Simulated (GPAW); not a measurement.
# CN in line between two Ru chains: relaxation, then transmission at several levels, part 2 of 3

Aim: the conductance of CN in line between two Ru chains after relaxation, and whether geometry, basis or functional moves it most.

GPAW 26.7.0; GPAW LCAO, PAW setups; relaxation of the junction within the symmetry of its start, lead ends held (the session's first sound run).

So far, transmission at the Fermi level (one spin): step 3 (GPAW, dzp) 1.43.

### 4. Single-zeta polarised basis

Level of this step: GPAW LCAO, PAW setups; Landauer transmission from Green's functions with principal layers (ASE), zero bias (GPAW).

The second zeta is dropped, the polarisation orbitals stay.

run.py

```python
import json
import numpy as np
from ase import Atoms
from ase.transport.calculators import TransportCalculator
from gpaw import GPAW, FermiDirac
from gpaw.lcao.tools import get_lcao_hamiltonian
from scipy.linalg import eigh

# The junction with lead layers at both ends, along the third cell vector
device = Atoms(
    ['Ru', 'Ru', 'Ru', 'Ru', 'Ru', 'Ru', 'Ru', 'Ru', 'C', 'N', 'Ru', 'Ru', 'Ru', 'Ru', 'Ru', 'Ru', 'Ru', 'Ru'],
    positions=[
        [4.50000, 4.50000, 1.12500],
        [4.50000, 4.50000, 3.37500],
        [4.50000, 4.50000, 5.62500],
        [4.50000, 4.50000, 7.87500],
        [4.50000, 4.50000, 10.12500],
        [4.50000, 4.50000, 12.37500],
        [4.50000, 4.50000, 14.62500],
        [4.50000, 4.50000, 16.72795],
        [4.50000, 4.50000, 18.59729],
        [4.50000, 4.50000, 19.79415],
        [4.50000, 4.50000, 21.66600],
        [4.50000, 4.50000, 23.74790],
        [4.50000, 4.50000, 25.99790],
        [4.50000, 4.50000, 28.24790],
        [4.50000, 4.50000, 30.49790],
        [4.50000, 4.50000, 32.74790],
        [4.50000, 4.50000, 34.99790],
        [4.50000, 4.50000, 37.24790]],
    cell=[[9.0, 0.0, 0.0], [0.0, 9.0, 0.0], [0.0, 0.0, 38.3729]],
    pbc=True)

# One principal layer of the lead: the first 5 atoms of the device
lead = Atoms(
    ['Ru', 'Ru', 'Ru', 'Ru', 'Ru'],
    positions=[
        [4.50000, 4.50000, 1.12500],
        [4.50000, 4.50000, 3.37500],
        [4.50000, 4.50000, 5.62500],
        [4.50000, 4.50000, 7.87500],
        [4.50000, 4.50000, 10.12500]],
    cell=[[9.0, 0.0, 0.0], [0.0, 9.0, 0.0], [0.0, 0.0, 11.25]],
    pbc=True)

settings = dict(mode='lcao', basis='szp(dzp)', xc='PBE', h=0.18,
                occupations=FermiDirac(0.1), maxiter=250,
                mixer=dict(beta=0.1, nmaxold=8, weight=100.0),
                convergence=dict(density=0.0001))
energies = np.arange(-2, 2 + 1e-9, 0.025)
eta = 0.0001
n1, n2 = 1, 1
# k and -k transmit alike, so half of the mesh across the current serves
mesh = [(i, j) for i in range(n1) for j in range(n2) if (i, j) <= (-i % n1, -j % n2)]
weights = np.array([1 if (i, j) == (-i % n1, -j % n2) else 2 for i, j in mesh]) / (n1 * n2)


def ground_state(atoms, size, txt):
    atoms.calc = GPAW(kpts={'size': size, 'gamma': True}, symmetry={'tolerance': 1e-3}, txt=txt, **settings)
    atoms.get_potential_energy()
    return atoms.calc.get_fermi_level()


def blocks(atoms, fermi, points, nz, cells):
    """H - E_F S and S between cell 0 and the cells above it, at each point across the current."""
    kz = np.arange(nz) / nz
    calc = atoms.calc.fixed_density(kpts=[(*k, z) for k in points for z in kz], symmetry='off', txt=None)
    H, S = get_lcao_hamiltonian(calc)
    H = (H - fermi * S).reshape(len(H), len(points), nz, *S.shape[1:])
    S = S.reshape(H.shape[1:])
    phases = [np.exp(-2j * np.pi * kz * R) / nz for R in cells]
    return [(np.einsum('skzij,z->ksij', H, p), np.einsum('kzij,z->kij', S, p)) for p in phases]


def pair(a, b):
    return np.block([[a, b], [b.T.conj(), a]])


def count_channels(h, s, cells, nk=240):
    """Half the number of times that the lead's bands cross each energy, unfolded to its shortest repeat."""
    b = len(h) // cells
    bands = []
    for k in (np.arange(nk + 1) + 0.5) / nk:
        hk, sk = h[:b, :b].copy(), s[:b, :b].copy()
        for R in range(1, cells):
            phase, block = np.exp(2j * np.pi * k * R), slice(R * b, (R + 1) * b)
            hk += h[:b, block] * phase + (h[:b, block] * phase).T.conj()
            sk += s[:b, block] * phase + (s[:b, block] * phase).T.conj()
        w, u = eigh(sk)
        x = u[:, w > 1e-5] / w[w > 1e-5]**0.5  # drop near-dependent combinations
        bands.append(np.r_[eigh(x.T.conj() @ hk @ x, eigvals_only=True), [1e9] * (w <= 1e-5).sum()])
    below = np.array(bands)[:, :, None] < energies
    return (below[1:] != below[:-1]).sum((0, 1)) / 2


fermi_lead = ground_state(lead, (1, 1, 10), 'lead.txt')
fermi_device = ground_state(device, (1, 1, 2), 'device.txt')
T, channels, eigen, tail, misfit, shifts = [], [], [], 0.0, 0.0, []
for first in range(0, len(mesh), 342):
    points = [(i / n1, j / n2) for i, j in mesh[first:first + 342]]
    (H0k, S0k), (H1k, S1k), (H2k, _) = blocks(lead, fermi_lead, points, 5, range(3))
    [(Hk, Sk)] = blocks(device, fermi_device, points, 2, [0])
    tail = max(tail, abs(H2k).max())
    for H0, S0, H1, S1, H, S in zip(H0k, S0k, H1k, S1k, Hk, Sk):
        n = len(S0)
        # Shift the lead onto the potential of the device's first layer
        shift = ((H[:, 0, 0] - H0[:, 0, 0]) / S0[0, 0]).real.mean()
        shifts.append(shift)
        misfit = max(misfit, abs(H[:, :n, :n] - H0 - shift * S0).max())
        Tk, Ck, Ek = [], [], []
        for s in range(len(H)):
            t = s % len(H0)  # a lead without moments serves both spins
            h1, s1 = pair(H0[t] + shift * S0, H1[t] + shift * S1), pair(S0, S1)
            leads = dict(h1=h1, s1=s1, energies=energies, eta=eta, eta1=eta, eta2=eta)
            calc = TransportCalculator(h=H[s], s=S, eigenchannels=3, **leads)
            Tk.append(calc.get_transmission())
            Ek.append(np.sort(calc.eigenchannels_ne, axis=0)[::-1])
            Ck.append(count_channels(h1, s1, 10))
        T.append(Tk)
        channels.append(Ck)
        eigen.append(Ek)
T, channels = np.array(T), np.array(channels)
mean, open_channels = np.einsum('kse,k->se', T, weights), np.einsum('kse,k->se', channels, weights)

print(f'basis functions: device {len(S)}, principal layer {n}')
print(f'Fermi level: lead {fermi_lead:.4f} eV, device {fermi_device:.4f} eV; lead shifted by {np.mean(shifts):.4f} eV')
print(f'largest coupling past the next layer {tail:.2e} eV, largest misfit of the first layer {misfit:.3f} eV')
print('  E-E_F (eV)   ' + 'T (one spin)  channels')
for e, t, c in zip(energies, mean.T, open_channels.T):
    print(f'{e:10.3f}  ', *[f'{x:11.4e}' for x in t], *[f'{x:9.4f}' for x in c])

kT = 8.617333e-5 * 300
fine = np.linspace(energies[0], energies[-1], 4001)
both = np.exp(np.interp(fine, energies, np.log(np.maximum(mean.sum(0) * 2 / len(mean), 1e-30))))
fermi = lambda mu: 1 / (1 + np.exp(np.clip((fine - mu) / kT, -200, 200)))
slope = fermi(0) * (1 - fermi(0)) / kT
G = np.trapezoid(both * slope, fine) / 2
seebeck = -np.trapezoid(both * slope * fine, fine) / (2 * G * 300) * 1e6
print(f'conductance at 300 K: {G:.5g} G0 a cell; thermopower {seebeck:.4g} uV/K')
bias = [0.1, 0.2, 0.5, 1.0, 1.5, 2.0]
current = [38.74 * np.trapezoid(both * (fermi(V / 2) - fermi(-V / 2)), fine) for V in bias]
for V, I in zip(bias, current):
    print(f'current from the zero-bias T(E) at {V} V: {I:.5g} uA')
zero = abs(energies).argmin()
json.dump(dict(energies=energies.tolist(), T=mean.tolist(), channels=open_channels.tolist(), G=G, seebeck=seebeck,
               bias=bias, current=current, tail=tail, misfit=misfit, shift=np.mean(shifts), n_device=len(S), n_lead=n,
               fermi=[fermi_lead, fermi_device], energy=device.get_potential_energy(),
               moments=device.get_magnetic_moments().tolist(), mesh=mesh, weights=weights.tolist(),
               T_k=T[:, :, zero].tolist(), eigen=np.array(eigen[0]).tolist()), open('result.json', 'w'))
```

On the command line:

```bash
$ OMP_NUM_THREADS=1 OPENBLAS_NUM_THREADS=1 python run.py
```

The log of the run:

```text
basis functions: device 274, principal layer 80
Fermi level: lead -3.4677 eV, device -3.5358 eV; lead shifted by 0.0088 eV
largest coupling past the next layer 2.01e-05 eV, largest misfit of the first layer 0.056 eV
  E-E_F (eV)   T (one spin)  [channel counts left out]
    -2.000    4.5187e-01
    -1.975    4.5506e-01
    -1.950    4.5862e-01
    -1.925    4.6255e-01
    -1.900    4.6686e-01
    -1.875    4.7153e-01
    -1.850    4.7656e-01
    -1.825    4.8195e-01
    -1.800    4.8768e-01
    -1.775    4.9374e-01
    -1.750    5.0012e-01
    -1.725    5.0681e-01
    -1.700    5.1379e-01
    -1.675    5.2104e-01
    -1.650    5.2855e-01
    -1.625    5.3630e-01
[...]
1.825    1.2975e+00
     1.850    1.2559e+00
     1.875    1.2074e+00
     1.900    1.1502e+00
     1.925    1.0820e+00
     1.950    9.9929e-01
     1.975    8.9743e-01
     2.000    7.6926e-01
conductance at 300 K: 1.4355 G0 a cell; thermopower -1.891 uV/K
current from the zero-bias T(E) at 0.1 V: 11.119 uA
current from the zero-bias T(E) at 0.2 V: 22.22 uA
current from the zero-bias T(E) at 0.5 V: 55.241 uA
current from the zero-bias T(E) at 1.0 V: 108.55 uA
current from the zero-bias T(E) at 1.5 V: 159.02 uA
current from the zero-bias T(E) at 2.0 V: 206.72 uA
```

Elapsed: 5 min, on 1 thread of Arm Neoverse V1, shared host; peak memory 2.1 GiB.

This step gave:

```yaml
conductance: 1.435 G₀
thermopower: -1.891 μV/K
largest_coupling_past_the_next_principal_layer: 2.01e-5 eV
largest_misfit_of_the_first_principal_layer: 0.05623 eV
shift_that_aligns_the_lead: 0.008801 eV
basis_functions_of_the_junction: 274
basis_functions_of_a_principal_layer: 80
transmission_at_the_fermi_level_one_spin: 1.437
```

One spin. The transmission, zone mean by energy, zero at the Fermi level:

```
energy (eV)  transmission, zone mean
     -2.000                    0.452
     -1.900                    0.467
     -1.800                    0.488
     -1.700                    0.514
     -1.600                    0.544
     -1.500                    0.578
     -1.400                    0.613
     -1.300                    0.648
     -1.200                    0.680
     -1.100                    0.726
     -1.000                    0.788
     -0.900                    0.852
     -0.800                    0.919
     -0.700                    0.989
     -0.600                     1.06
     -0.500                     1.14
     -0.400                     1.21
     -0.300                     1.28
     -0.200                     1.34
     -0.100                     1.39
      0.000                     1.44
      0.100                     1.47
      0.200                     1.49
      0.300                     1.51
      0.400                     1.53
      0.500                     1.54
      0.600                     1.56
      0.700                     1.57
      0.800                     1.58
      0.900                     1.60
      1.000                     1.61
      1.100                     1.61
      1.150                     1.61
      1.200                     1.61
      1.300                     1.60
      1.400                     1.59
      1.500                     1.56
      1.600                     1.52
      1.700                     1.44
      1.800                     1.33
      1.900                     1.15
      2.000                    0.769
```

Not self-consistent under bias; the bias window is split evenly. Current through one cell, from the zero-bias transmission against bias:

```
bias (V)  current through one cell, from the zero-bias transmission (μA)
   0.100                                                            11.1
   0.200                                                            22.2
   0.500                                                            55.2
   1.000                                                             109
   1.500                                                             159
   2.000                                                             207
```

The transmission of the three most open eigenchannels by energy, zero at the Fermi level:

```
energy (eV)  channel 1 = channel 2  channel 3
     -2.000                  0.175      0.102
     -1.900                  0.186     0.0950
     -1.800                  0.200     0.0879
     -1.700                  0.217     0.0808
     -1.600                  0.235     0.0733
     -1.500                  0.256     0.0652
     -1.400                  0.279     0.0560
     -1.300                  0.302     0.0444
     -1.200                  0.326     0.0268
     -1.100                  0.352     0.0212
     -1.000                  0.380     0.0288
     -0.900                  0.409     0.0342
     -0.800                  0.441     0.0373
     -0.700                  0.474     0.0400
     -0.600                  0.510     0.0433
     -0.500                  0.545     0.0475
     -0.400                  0.580     0.0520
     -0.300                  0.612     0.0566
     -0.200                  0.641     0.0607
     -0.100                  0.665     0.0640
      0.000                  0.685     0.0662
      0.100                  0.701     0.0672
      0.200                  0.713     0.0671
      0.300                  0.723     0.0663
      0.400                  0.731     0.0652
      0.500                  0.739     0.0641
      0.600                  0.747     0.0631
      0.700                  0.754     0.0622
      0.800                  0.761     0.0615
      0.900                  0.767     0.0608
      1.000                  0.772     0.0603
      1.100                  0.774     0.0600
      1.200                  0.774     0.0599
      1.300                  0.770     0.0602
      1.400                  0.762     0.0611
      1.500                  0.749     0.0635
      1.600                  0.729     0.0649
      1.700                  0.698     0.0434
      1.800                  0.647     0.0389
      1.900                  0.557     0.0367
      2.000                  0.367     0.0354
```

The conductance, 1.44 G₀, lies 0.3 % above that of the dzp run.

### 5. GPAW, sz: basis = "sz(dzp)"

The minimal basis is the cheapest rung: no second zeta and no polarisation.

Changes to run.py since step 4:

```diff
@@ -45,3 +45,3 @@
 
-settings = dict(mode='lcao', basis='szp(dzp)', xc='PBE', h=0.18,
+settings = dict(mode='lcao', basis='sz(dzp)', xc='PBE', h=0.18,
                 occupations=FermiDirac(0.1), maxiter=250,
```

The log of the run:

```text
basis functions: device 216, principal layer 65
Fermi level: lead -3.5088 eV, device -3.5783 eV; lead shifted by 0.0068 eV
largest coupling past the next layer 2.00e-05 eV, largest misfit of the first layer 0.048 eV
  E-E_F (eV)   T (one spin)  [channel counts left out]
    -2.000    4.1945e-01
    -1.975    4.2336e-01
    -1.950    4.2762e-01
[...]
1.975    7.8834e-01
     2.000    6.0418e-01
conductance at 300 K: 1.4601 G0 a cell; thermopower -1.915 uV/K
current from the zero-bias T(E) at 0.1 V: 11.31 uA
current from the zero-bias T(E) at 0.2 V: 22.6 uA
current from the zero-bias T(E) at 0.5 V: 56.174 uA
current from the zero-bias T(E) at 1.0 V: 110.3 uA
current from the zero-bias T(E) at 1.5 V: 161.46 uA
current from the zero-bias T(E) at 2.0 V: 209.75 uA
```

It took 4.3 min on 1 thread; peak memory 2 GiB.

Numbers from this step:

```yaml
conductance: 1.460 G₀
thermopower: -1.915 μV/K
largest_coupling_past_the_next_principal_layer: 2.00e-5 eV
largest_misfit_of_the_first_principal_layer: 0.04835 eV
shift_that_aligns_the_lead: 0.006820 eV
basis_functions_of_the_junction: 216
basis_functions_of_a_principal_layer: 65
transmission_at_the_fermi_level_one_spin: 1.461
```

One spin. The transmission, zone mean by energy, zero at the Fermi level:

```
energy (eV)  transmission, zone mean
     -2.000                    0.419
     -1.900                    0.437
     -1.800                    0.460
     -1.700                    0.488
     -1.600                    0.521
     -1.500                    0.556
     -1.400                    0.593
     -1.300                    0.629
     -1.200                    0.658
     -1.100                    0.717
     -1.000                    0.781
     -0.900                    0.848
     -0.800                    0.918
     -0.700                    0.992
     -0.600                     1.07
     -0.500                     1.15
     -0.400                     1.23
     -0.300                     1.30
     -0.200                     1.36
     -0.100                     1.42
      0.000                     1.46
      0.100                     1.49
      0.200                     1.52
      0.300                     1.54
      0.400                     1.56
      0.500                     1.57
      0.600                     1.59
      0.700                     1.60
      0.800                     1.62
      0.900                     1.63
      1.000                     1.64
      1.100                     1.65
      1.175                     1.65
      1.200                     1.65
      1.300                     1.64
      1.400                     1.63
      1.500                     1.61
      1.600                     1.55
      1.700                     1.47
      1.800                     1.35
      1.900                     1.12
      2.000                    0.604
```

The conductance, 1.46 G₀, lies 2.0 % above that of the dzp run.

### 6. RPBE in the dzp basis: xc = "RPBE"

Back in the dzp basis, the functional changes from PBE to RPBE, to set the spread between functionals beside that between bases.

Changes to run.py since step 5:

```diff
@@ -45,3 +45,3 @@
 
-settings = dict(mode='lcao', basis='sz(dzp)', xc='PBE', h=0.18,
+settings = dict(mode='lcao', basis='dzp', xc='RPBE', h=0.18,
                 occupations=FermiDirac(0.1), maxiter=250,
```

The log of the run:

```text
basis functions: device 490, principal layer 145
Fermi level: lead -3.3239 eV, device -3.3299 eV; lead shifted by 0.0029 eV
largest coupling past the next layer 2.01e-05 eV, largest misfit of the first layer 0.052 eV
  E-E_F (eV)   T (one spin)  channels
    -2.000    4.7650e-01    3.0000
    -1.975    4.7864e-01    3.0000
    -1.950    4.8114e-01    3.0000
[...]
1.975    1.3614e+00    3.0000
     2.000    1.2974e+00    3.0000
conductance at 300 K: 1.4209 G0 a cell; thermopower -2.204 uV/K
current from the zero-bias T(E) at 0.1 V: 11.006 uA
current from the zero-bias T(E) at 0.2 V: 21.993 uA
current from the zero-bias T(E) at 0.5 V: 54.671 uA
current from the zero-bias T(E) at 1.0 V: 107.46 uA
current from the zero-bias T(E) at 1.5 V: 157.77 uA
current from the zero-bias T(E) at 2.0 V: 206.04 uA
```

Run time: 8.7 min. Hardware: 1 thread; peak memory 2.2 GiB.

This step gave:

- conductance: 1.421 G₀
- thermopower: -2.204 μV/K
- largest coupling past the next principal layer: 2.01e-5 eV
- largest misfit of the first principal layer: 0.05216 eV
- shift that aligns the lead: 0.002920 eV
- basis functions of the junction: 490
- basis functions of a principal layer: 145
- transmission at the Fermi level (one spin): 1.422
- open channels of the lead at the Fermi level (one spin): 6

One spin. The transmission, zone mean by energy, zero at the Fermi level:

```
energy (eV)  transmission, zone mean
     -2.000                    0.477
     -1.900                    0.487
     -1.800                    0.504
     -1.700                    0.525
     -1.600                    0.551
     -1.500                    0.578
     -1.400                    0.606
     -1.300                    0.629
     -1.200                    0.666
     -1.100                    0.726
     -1.000                    0.782
     -0.900                    0.832
     -0.800                    0.898
     -0.700                    0.963
     -0.600                     1.03
     -0.500                     1.11
     -0.400                     1.18
     -0.300                     1.25
     -0.200                     1.32
     -0.100                     1.37
      0.000                     1.42
      0.100                     1.46
      0.200                     1.49
      0.300                     1.51
      0.400                     1.53
      0.500                     1.55
      0.600                     1.57
      0.700                     1.60
      0.800                     1.62
      0.900                     1.64
      1.000                     1.67
      1.100                     1.68
      1.200                     1.70
      1.300                     1.70
      1.325                     1.70
      1.400                     1.70
      1.500                     1.69
      1.600                     1.67
      1.700                     1.63
      1.800                     1.57
      1.900                     1.48
      2.000                     1.30
```

The conductance, 1.42 G₀, lies 0.7 % below that of the dzp run.

(Part 2 of 3 ends here.)

[Logs are printed without paths, hosts, clocks, repeated set-up lines and the standing remarks that a program may print on its own settings, such as how far it seeks lower states.]

[Hosts, paths, dates, database ids (printed as entryN), source tags and the programs' standing remarks are cut or masked in the printed files.]
